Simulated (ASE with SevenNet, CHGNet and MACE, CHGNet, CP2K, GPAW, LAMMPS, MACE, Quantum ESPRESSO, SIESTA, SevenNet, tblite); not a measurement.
# Machine-learned potentials on amorphous Si (114 atoms): settings against a plane-wave reference

Wanted: machine-learned potentials inputs and outputs for amorphous Si (114 atoms), checked against a plane-wave reference.

Method: the method is named at each step, in ASE with SevenNet, CHGNet and MACE.

## (1) The starting structure

The cell holds 114 atoms: 114 Si. Its edges and angles: a = 13.280 Å, b = 13.280 Å, c = 13.280 Å, α = 90.0°, β = 90.0°, γ = 90.0°. 114 atoms (114 Si) placed at random at 2.27 g/cm³, melted at 3500 K for 10 ps at fixed volume with the Tersoff potential (Tersoff, Phys. Rev. B 39, 5566 (1989)). Quenched from 3500 K to 700 K at 10 K/ps and fixed volume, annealed at 1200 K for 20 ps, held 5 ps.

The yardstick, on the same geometry:

| Property | Result |
| --- | --- |
| method | Kohn-Sham DFT, PBE, SSSP efficiency 1.3.0 pseudopotentials, plane waves (Quantum ESPRESSO 7.5); sssp-pbe-1.3.0-efficiency, cutoffs 45/360 Ry, Γ point |
| r.m.s. force component | 0.8128 eV/Å |
| longest force | 3.968 eV/Å |
| pressure | 0.7543 GPa |
| time | 5.9 min on 4 MPI ranks of Arm Neoverse V1, shared host |
| CPU time | 24 min |

## (2) SevenNet 0 potential

Method: machine-learned interatomic potential SevenNet 0, trained on PBE(+U) plane-wave data.

run.py reads:

```python
import numpy as np
from ase.io import read
import mlip  # loads the published weights by name

atoms = read("structure.xyz")
atoms.calc = mlip.calc("7net-0")
energy = atoms.get_potential_energy()
forces = atoms.get_forces()
print(f"energy {energy:.6f} eV")
print("forces (eV/A)")
for i, (a, f) in enumerate(zip(atoms, forces)):
    print(f"{i:4d} {a.symbol:2s} {f[0]:10.5f} {f[1]:10.5f} {f[2]:10.5f}")
stress = -atoms.get_stress(voigt=False) * 160.21766
print("stress (GPa, compression positive)")
for row in stress:
    print(" ".join(f"{x:10.4f}" for x in row))
```

structure.xyz reads:

```xyz
114
Lattice="13.28010 0.00000 0.00000 0.00000 13.28010 0.00000 0.00000 0.00000 13.28010" Properties=species:S:1:pos:R:3 pbc="T T T"
Si 3.62162 6.04603 7.11481
Si 8.72011 10.94333 11.13417
Si 3.72427 3.78084 7.24151
Si 9.09687 4.90022 10.47309
Si 4.16836 6.47086 3.45787
Si 4.06437 1.77927 0.64422
Si 7.26860 7.28188 5.69982
Si 10.72408 0.12762 5.57924
Si 4.43024 8.11892 1.76400
Si 3.62932 0.08061 5.65626
Si 4.62519 12.02872 2.49892
Si 11.26179 4.52772 7.51468
Si 9.02808 7.86262 9.20112
Si 1.28272 5.67379 7.35372
Si 0.83744 7.26740 9.10670
Si 12.23403 1.65311 4.52559
Si 11.48476 8.33419 12.12473
Si 2.76107 2.27037 5.58574
Si 9.23711 9.68624 7.71786
Si 4.76025 7.32225 5.47299
Si 6.00287 3.12999 6.96701
Si 11.31212 8.26500 1.12323
Si 8.48479 5.61589 4.47978
Si 0.61606 1.01633 0.82111
Si 9.51506 9.82674 4.14658
Si 7.32451 6.65599 7.82981
Si 11.80667 9.99739 7.43739
Si 7.50445 9.75742 0.83598
Si 5.99836 0.51992 3.25057
Si 2.33398 8.48917 0.76507
Si 12.21450 1.35138 12.60242
Si 3.05256 2.99148 9.27296
Si 8.75105 6.06569 2.06638
Si 2.06745 2.82587 1.09242
Si 9.24521 1.41486 9.87880
Si 10.77428 13.18435 0.01859
Si 0.81234 12.35647 4.44326
Si 6.03979 10.44958 4.97366
Si 3.40913 10.26950 7.89382
Si 6.77272 0.85789 7.18892
Si 5.98654 12.83389 5.51748
Si 11.37321 12.27812 2.07927
Si 0.70185 10.23391 0.52802
Si 13.27598 10.14879 4.50740
Si 0.91912 9.40098 8.16487
Si 9.78225 12.33482 3.67527
Si 5.32559 0.41460 10.79473
Si 8.74800 2.29626 4.20674
Si 5.06503 9.79925 11.06684
Si 1.44434 8.94999 5.73740
Si 5.10487 6.98653 8.77084
Si 0.98937 6.75399 5.23595
Si 13.23070 3.74565 7.69024
Si 3.80063 9.61612 5.54989
Si 9.32834 3.00688 11.63350
Si 3.40010 0.63107 9.41360
[... 54 atom lines left out ...]
Si 11.37454 3.54738 12.75673
Si 8.48346 0.54913 0.46680
Si 8.30750 0.50212 2.81419
Si 2.92614 12.51464 7.61693
```

On the command line:

```sh
> OMP_NUM_THREADS=1 python run.py > output.txt
```

The log of the run:

```text
energy -589.389771 eV
forces (eV/A)
   0 Si    0.46154    0.30885    0.15503
   1 Si   -0.09328   -0.43764    0.37228
   2 Si    0.44188   -0.74323   -0.79427
   3 Si    0.13424    0.25766   -0.93469
   4 Si    0.77024   -0.52758   -0.67653
   5 Si   -0.03205   -0.62194   -0.12003
   6 Si   -0.53187    0.00583   -1.07388
   7 Si    0.35994   -0.48605   -0.23384
   8 Si   -0.20193    0.65651    0.95685
   9 Si    0.79189   -0.28884   -0.87326
  10 Si    0.44292   -0.71499    0.36298
  11 Si   -3.33746    0.61537    0.43384
  12 Si    0.03280   -0.68911   -0.76409
  13 Si   -0.17552    0.82232   -0.18486
  14 Si    0.81602   -0.46889    0.08293
  15 Si   -1.22140    1.08255   -0.16592
  16 Si    0.03588    0.21044   -0.81644
  17 Si    0.32950    0.19578    0.18197
  18 Si    0.17606    0.30927    0.04933
  19 Si    0.40225    0.33274    0.44166
  20 Si    0.36928    0.05704   -0.49867
  21 Si   -0.40639    1.07797    0.50619
  22 Si   -0.55890    0.23598    0.09088
  23 Si    0.46429    0.34289    0.22174
[...]
106 Si    0.07641    0.83287    0.01567
 107 Si    0.39190    0.73370    0.34097
 108 Si    0.10618   -0.17688    0.48080
 109 Si    0.07455   -0.19945   -0.71329
 110 Si   -0.46929   -0.17084    0.37527
 111 Si    0.26195    0.81126    0.29907
 112 Si   -0.89737    0.39790   -0.51604
 113 Si   -0.09020   -0.04645    0.74423
stress (GPa, compression positive)
    1.3056     0.2181    -0.2355
    0.2181     0.3183    -0.6889
   -0.2355    -0.6889     1.1159
```

It took 9.4 s on 1 thread of Arm Neoverse V1, shared host; peak memory 0.89 GiB.

Banners, paths, timers and routine set-up lines are dropped from the logs unmarked, and long logs keep their key lines alone; longer cuts are marked.

Numbers from this run, and their distance from the reference:

```
r.m.s. force component                  : 0.6384 eV/Å
r.m.s. difference of force components   : 239.4 meV/Å
longest difference of force vectors     : 780.9 meV/Å
force difference over r.m.s. force      : 29.46 %
slope of forces against the reference's : 0.765
correlation of force components         : 0.9741
pressure                                : 0.9133 GPa
pressure difference                     : 0.159 GPa
```

Local excerpt of 9 atoms (numbers count through the whole input) about Si87, picked at random; x, y, z are measured from there.

```
 atom      x      y      z  distance (Å)  bonds     Fx     Fy  Fz (eV/Å)
 Si87   0.00   0.00   0.00          0.00      4  -0.04  -0.10       0.31
Si101  -1.79  -0.53  -1.37          2.32      4  -0.43  -0.11      -0.52
 Si15   1.60   0.62  -1.59          2.34      4   0.82  -0.47       0.08
Si104   0.64  -2.15   0.89          2.42      4   0.56   0.94       0.29
 Si17  -1.04   1.68   1.43          2.44      4   0.04   0.21      -0.82
 Si76   1.49  -3.38  -0.91          3.81      4   0.04  -0.55       0.20
 Si67   3.78   0.38  -0.44          3.83      4  -0.26  -0.13       0.34
  Si4  -3.42  -1.75  -0.22          3.85      4   0.13   0.26      -0.93
Si111  -1.15  -3.10   2.06          3.90      4  -0.47  -0.17       0.38
```

Atoms are counted from 1 here, from 0 in the log.

Forces lie 29 % from the reference's, at 0.0066 times its CPU time (on 1 against 4 cores).

## (3) CHGNet r2SCAN potential

Method: machine-learned interatomic potential CHGNet r2SCAN, trained on r2SCAN plane-wave data.

Changes to run.py since step 2:

```diff
@@ -5,3 +5,3 @@
 atoms = read("structure.xyz")
-atoms.calc = mlip.calc("7net-0")
+atoms.calc = mlip.calc("chgnet-r2scan")
 energy = atoms.get_potential_energy()
```

structure.xyz is that of step 2.

The log of the run:

```text
CHGNet vr2scan initialized with 412,525 parameters
CHGNet will run on cpu
energy -974.264954 eV
forces (eV/A)
   0 Si    0.37389    0.09491    0.19435
   1 Si    0.00379   -0.41318    0.19373
   2 Si    0.66792   -0.84536   -0.60125
   3 Si   -0.11545    0.08713   -0.31653
   4 Si    0.63455   -0.45530   -0.11627
   5 Si   -0.01553   -0.40304   -0.16613
   6 Si   -0.53584   -0.33301   -0.38689
   7 Si   -0.03943   -0.30512    0.00212
   8 Si   -0.14579    0.36854    0.50020
   9 Si    0.69470   -0.49296   -0.18743
  10 Si    0.18747   -0.48685   -0.17924
  11 Si   -2.12364    0.29332    0.42419
  12 Si    0.28898   -0.48173   -0.73672
  13 Si   -0.26430    0.89999   -0.13105
  14 Si    0.66021   -0.37414    0.00088
  15 Si   -0.71566    0.80270   -0.29989
  16 Si    0.04066    0.14045   -0.48628
  17 Si    0.07692    0.35760   -0.01057
  18 Si    0.22318    0.25063    0.39321
  19 Si    0.26690    0.13190   -0.13620
  20 Si    0.26347    0.23176   -0.37815
  21 Si   -0.33276    0.54510    0.45367
  22 Si   -0.56843    0.29386    0.14878
  23 Si    0.12854    0.18551    0.19834
[...]
106 Si    0.18123    0.46295   -0.21065
 107 Si    0.33026    0.51808    0.00892
 108 Si    0.13713    0.09371    0.61944
 109 Si    0.34920    0.17592   -0.51228
 110 Si   -0.33738    0.04039    0.35601
 111 Si    0.00090    0.55455    0.15691
 112 Si   -0.59669    0.18685   -0.25797
 113 Si    0.11687    0.11048    0.35640
stress (GPa, compression positive)
   -0.2578     0.2162    -0.1172
    0.2162    -1.2301    -0.5208
   -0.1172    -0.5208    -0.7483
```

The job ended after 4.5 s (1 thread; peak memory 0.87 GiB).

Compared with the plane-wave run:

```yaml
r_m_s_force_component: 0.4568 eV/Å
r_m_s_difference_of_force_components: 426.5 meV/Å
longest_difference_of_force_vectors: 1803 meV/Å
force_difference_over_r_m_s_force: 52.48 %
slope_of_forces_against_the_reference_s: 0.5202
correlation_of_force_components: 0.9257
pressure: -0.7454 GPa
pressure_difference: -1.5 GPa
```

Against the first run (29 %), the force difference from the reference is 52 %, at 0.48 times the CPU time; this potential was trained at another functional than the reference's, which explains only part of so large a difference.

## (4) MACE MPA-0 medium potential

Method: machine-learned interatomic potential MACE MPA-0 medium, trained on PBE(+U) plane-wave data.

Changes to run.py since step 3:

```diff
@@ -5,3 +5,3 @@
 atoms = read("structure.xyz")
-atoms.calc = mlip.calc("chgnet-r2scan")
+atoms.calc = mlip.calc("mace-mpa-0-medium")
 energy = atoms.get_potential_energy()
```

structure.xyz is that of step 3.

The log of the run:

```text
energy -589.763896 eV
forces (eV/A)
   0 Si    0.30770    0.57233    0.05170
   1 Si   -0.38101   -0.62393    0.46273
   2 Si    0.68276   -1.01318   -0.85265
   3 Si    0.28551    0.32698   -0.91572
   4 Si    0.81092   -0.53960   -0.66615
   5 Si   -0.04365   -0.86050   -0.26347
   6 Si   -0.69808   -0.01091   -1.09833
   7 Si    0.40319   -0.47178   -0.27157
   8 Si   -0.07535    0.75874    1.15388
   9 Si    0.90053   -0.32919   -0.78977
  10 Si    0.44365   -0.65390    0.29460
  11 Si   -3.41123    0.80183    0.65526
  12 Si   -0.00056   -0.79323   -0.89326
  13 Si   -0.33237    0.77384   -0.17326
  14 Si    0.91610   -0.50881    0.10177
  15 Si   -1.28369    1.04953   -0.26087
  16 Si   -0.03609    0.16992   -0.86414
  17 Si    0.17313    0.29279    0.20784
  18 Si    0.47081    0.44071    0.11552
  19 Si    0.53306    0.33574    0.22737
  20 Si    0.30186    0.03523   -0.39036
  21 Si   -0.41131    1.27015    0.47160
  22 Si   -0.60124    0.20216    0.13694
  23 Si    0.56335    0.43040    0.26257
[...]
106 Si    0.10171    1.00188    0.07917
 107 Si    0.38460    0.69267    0.24202
 108 Si    0.00939   -0.03676    0.52491
 109 Si    0.01907   -0.07691   -0.87327
 110 Si   -0.51341   -0.16249    0.33485
 111 Si    0.25691    1.18433    0.35079
 112 Si   -0.93833    0.28557   -0.61229
 113 Si    0.03401    0.04513    0.63853
stress (GPa, compression positive)
    1.4574     0.3248    -0.2856
    0.3248     0.1522    -0.9247
   -0.2856    -0.9247     0.8990
```

Run time: 9.7 s. Hardware: 1 thread; peak memory 1 GiB.

Compared with the plane-wave run:

```yaml
r_m_s_force_component: 0.693 eV/Å
r_m_s_difference_of_force_components: 186.3 meV/Å
longest_difference_of_force_vectors: 670.7 meV/Å
force_difference_over_r_m_s_force: 22.92 %
slope_of_forces_against_the_reference_s: 0.8372
correlation_of_force_components: 0.9819
pressure: 0.8362 GPa
pressure_difference: 0.0819 GPa
```

Against the first run (29 %), the force difference from the reference is 23 %, at 1.0 times the CPU time.

## (5) All runs compared

Differences are against the plane-wave reference, forces as r.m.s. over components; share is that over the reference's r.m.s. force, slope the least-squares factor from reference forces to these. Total energies of different programs have different zeros and aren't compared.

```
                        run  Δ force, r.m.s. (meV/Å)  share (%)  slope  Δ pressure (GPa)  cores  CPU time  memory (GiB)
                  reference                        -          -      -                 -      4    24 min           9.2
       SevenNet 0 potential                      239       29.5  0.765             0.159      1     9.4 s          0.89
    CHGNet r2SCAN potential                      427       52.5  0.520             -1.50      1     4.5 s          0.87
MACE MPA-0 medium potential                      186       22.9  0.837            0.0819      1     9.7 s           1.0
```

Times of the machine-learned potentials are mostly Python's start and the loading of weights.

CPU time is summed over cores on a shared host, where runs went side by side, so it is rough. Symmetry, cutoffs, thresholds, outputs and thread counts weren't matched or tuned between programs; memory under MPI is the largest rank's times the ranks.

## (6) Results

```yaml
nearest_in_forces: MACE MPA-0 medium potential, 23 %
its_cpu_time: 9.7 s
```

Machine-learned potentials differ by 23 % (MACE MPA-0 medium potential) to 52 % (CHGNet r2SCAN potential); they were trained on other programs' data, some at another functional. Among those trained on PBE data the slope goes as low as 0.77, which softening far from their training structures can give, though the reference's k-sampling is untested too. The reference's pressure holds the uncorrected Pulay stress of its 45 Ry basis, so small pressure differences, and their order, may be the reference's own error. Machine-learned potentials mimic data converged in k, so the reference's own k-point error enters their differences. The quench rate of 10 K/ps is many orders above laboratory rates, so the cell is likely richer in defects and strain than a real sample. The network of bonds at the start is that of the classical potential that made the cell, and needn't be the one that DFT or experiment would give. The electronic-structure runs sample only Γ, in a cell whose shortest periodic width is 13 Å, which is coarse for a cell with partly filled levels.

[Also dropped from logs without a mark: logging warnings of Python, and SIESTA's first energy breakdown and zero terms.]

[Logs are printed without paths, hosts, clocks, repeated set-up lines and the standing remarks that a program may print on its own settings, such as how far it seeks lower states.]

[Hosts, paths, dates, database ids (printed as entryN), source tags and the programs' standing remarks are cut or masked in the printed files.]
